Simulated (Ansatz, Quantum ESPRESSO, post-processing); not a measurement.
# Cu: work function by face, part 2 of 2

Wanted: work functions of Cu face by face, under two functionals.

Quantum ESPRESSO 7.5; plane-wave DFT, PBE, GBRV ultrasoft pseudopotentials; geometry and cross-check by Ansatz 0.2.0 with PAW datasets.

So far. Step 11 (Potential by pp.x of (100)): On (100) the work function under LDA lies +0.37 eV from PBE's. Step 12 (Geometry from Ansatz of (110)): The relaxation lowers the energy by 6 meV an atom. Held were the atoms numbered 3, 4 and 5; the forces quoted are those on the free ones.

## 14. Electrostatic potential of (110)

The input, 110.pbe.pot.in:

```
&inputpp
  prefix = '110.pbe'
  outdir = './out'
  filplot = '110.pbe.pot.dat'
  plot_num = 11
/
```

Launch:

```console
OMP_NUM_THREADS=1 mpirun -n 4 pp.x -in 110.pbe.pot.in > 110.pbe.pot.out
```

Run time: 0.87 s. Hardware: 4 MPI ranks of Arm Neoverse V1, shared host; peak memory 0.1 GiB.

Read from the output:

| Quantity | Value |
| --- | --- |
| work function of the upper face | 4.383 eV |
| slope of the potential above | 9.19e-5 eV/Å |
| upper vacuum line continued to the top atoms, over the Fermi level | 4.382 eV |
| work function of the lower face | 4.383 eV |
| slope of the potential below | -6.65e-5 eV/Å |
| lower vacuum line continued to the bottom atoms, over the Fermi level | 4.382 eV |

The potential energy, planar mean oscillates, so the rows of the table below give means over windows of 1.31 Å about each position, cut where the curve ends. Its maxima inside the range that stand out by 2 % of the span (Å: eV): 8.7: -7.37, 9.9: -4.90, 11.2: -5.63, 12.5: -5.63, 13.8: -4.90, 15.0: -7.37. Its minima: 8.1: -14.0, 9.2: -14.4, 10.5: -14.2, 11.8: -14.3, 13.1: -14.2, 14.5: -14.4, 15.6: -14.0.

Electrostatic potential energy of an electron; zero at the Fermi level. Potential energy, planar mean against z; means over each step:

z (Å), potential energy, planar mean (eV) and a bar from the least value:
```
     0.66        4.4 ##############################
     1.97        4.4 ##############################
     3.28        4.4 ##############################
     4.58        4.4 ##############################
     5.90        4.2 ##############################
     7.21       -0.5 #####################
     8.52      -11.1 
     9.82       -9.6 ###
    11.13      -10.1 ##
    12.45      -10.2 ##
    13.76       -9.6 ###
    15.06      -11.2 
    16.38       -1.4 ###################
    17.69        4.2 ##############################
    19.00        4.4 ##############################
    20.31        4.4 ##############################
    21.62        4.4 ##############################
    22.93        4.4 ##############################
```

## 15. Ground state of (110), LDA

Level of this step: plane-wave DFT, LDA, GBRV ultrasoft pseudopotentials (Quantum ESPRESSO 7.5).

The input, 110.lda.in:

```
&control
  prefix = '110.lda'
  outdir = './out'
  pseudo_dir = './pseudo'
  calculation = 'scf'
  tprnfor = .true.
/
&system
  ibrav = 0
  nat = 7
  ntyp = 1
  ecutwfc = 40
  ecutrho = 200
  occupations = 'smearing'
  smearing = 'mv'
  degauss = 0.02
/
&electrons
  conv_thr = 1e-07
  mixing_beta = 0.4
  electron_maxstep = 120
  mixing_mode = 'local-TF'
/
ATOMIC_SPECIES
  Cu  63.5460  cu_lda_v1.2.uspp.F.UPF
CELL_PARAMETERS angstrom
  3.61000000000000 0.00000000000000 0.00000000000000
  0.00000000000000 2.55265548010000 0.00000000000000
  0.00000000000000 0.00000000000000 23.65796644030000
ATOMIC_POSITIONS crystal
  Cu  0.000000000000 0.000000000000 0.340570873926
  Cu  0.500000000000 0.500000000000 0.389881166551
  Cu  0.000000000000 0.000000000000 0.446050826300
  Cu  0.500000000000 0.500000000000 0.500000000000
  Cu  0.000000000000 0.000000000000 0.553949173700
  Cu  0.500000000000 0.500000000000 0.610118840866
  Cu  0.000000000000 0.000000000000 0.659429130546
K_POINTS automatic
  8 12 1 0 0 0
```

Launch:

```console
OMP_NUM_THREADS=1 mpirun -n 4 pw.x -nk 4 -in 110.lda.in > 110.lda.out
```

The job ended after 3.8 min (4 MPI ranks; peak memory 0.86 GiB; 15 min of CPU time).

Read from the output:

* free energy: -38431.2036 eV
* Fermi energy: 3.003 eV

## 16. Potential by pp.x of (110)

The input, 110.lda.pot.in:

```
&inputpp
  prefix = '110.lda'
  outdir = './out'
  filplot = '110.lda.pot.dat'
  plot_num = 11
/
```

Launch:

```console
OMP_NUM_THREADS=1 mpirun -n 4 pp.x -in 110.lda.pot.in > 110.lda.pot.out
```

Run time: 0.85 s. Hardware: 4 MPI ranks; peak memory 0.11 GiB.

Numbers from this step:

- work function of the upper face: 4.747 eV
- slope of the potential above: 7.07e-5 eV/Å
- upper vacuum line continued to the top atoms, over the Fermi level: 4.747 eV
- work function of the lower face: 4.748 eV
- slope of the potential below: -4.93e-5 eV/Å
- lower vacuum line continued to the bottom atoms, over the Fermi level: 4.747 eV

On (110) the work function under LDA lies +0.36 eV from PBE's.

## 17. The series side by side

All levels:

```csv
level,work function (eV),"Ansatz, PBE (eV)",CPU time (s)
"(111), PBE",4.775,4.793,234.2
"(111), LDA",5.146,-,281.4
"(100), PBE",4.504,4.506,204.4
"(100), LDA",4.87,-,242.8
"(110), PBE",4.383,4.37,783.6
"(110), LDA",4.747,-,918.5
```

## 18. Worked from the printed numbers

For (111) under PBE, on the run's own zero: φ = 8.998 − (4.222) = 4.776 eV.

## 19. What came out

```
work function of (111), PBE : 4.78 eV
work function of (111), LDA : 5.15 eV
work function of (100), PBE : 4.50 eV
work function of (100), LDA : 4.87 eV
work function of (110), PBE : 4.38 eV
work function of (110), LDA : 4.75 eV
```

In words: Under PBE the work functions are 4.78 eV on (111), 4.50 eV on (100) and 4.38 eV on (110). In order of packing, from 5.64 to 9.22 Å² an atom, the faces are (111), (100) and (110). The work function falls in the same order, as Smoluchowski's picture of charge smoothing over rough faces expects. LDA lies +0.36 to +0.37 eV from PBE on the same atoms, nearly a rigid shift. The top two spacings change by -0.0 and +0.0 % on (111), -2.0 and +1.6 % on (100) and -8.6 and +4.1 % on (110). Ansatz, with Fermi-Dirac smearing and its own datasets, agrees within 0.02 eV under PBE. The slabs are thin and unreconstructed, at the tabulated lattice constant; thickness and mesh leave some 0.05 to 0.1 eV open. PBE lies under the measured values on every face, as gradient-corrected functionals often do.

Computed beside measured:

| quantity | measured | PBE | LDA |
| --- | --- | --- | --- |
| work function of (111) (eV) | 4.9 | 4.78 (-0.12 eV) | 5.15 (+0.25 eV) |
| work function of (100) (eV) | 4.73 | 4.50 (-0.23 eV) | 4.87 (+0.14 eV) |
| work function of (110) (eV) | 4.56 | 4.38 (-0.18 eV) | 4.75 (+0.19 eV) |

Measured values from arxiv:1902.07811 (2019).

How well it matches: The grades are ours: good and fair within 3 and 7 % for the work function of (111), 3 and 7 % for the work function of (100) and 3 and 7 % for the work function of (110). Other measurements of the same face can differ from the value quoted by 0.1 to 0.2 eV.

[Logs are printed without paths, hosts, clocks, repeated set-up lines and the standing remarks that a program may print on its own settings, such as how far it seeks lower states.]

[Hosts, paths, dates, database ids (printed as entryN), source tags and the programs' standing remarks are cut or masked in the printed files.]

[Maps of the electrostatic potential energy from Ansatz leave out the sawtooth potential of an applied field or a dipole correction, so their vacuum need not be flat; planar profiles and work functions include it.]
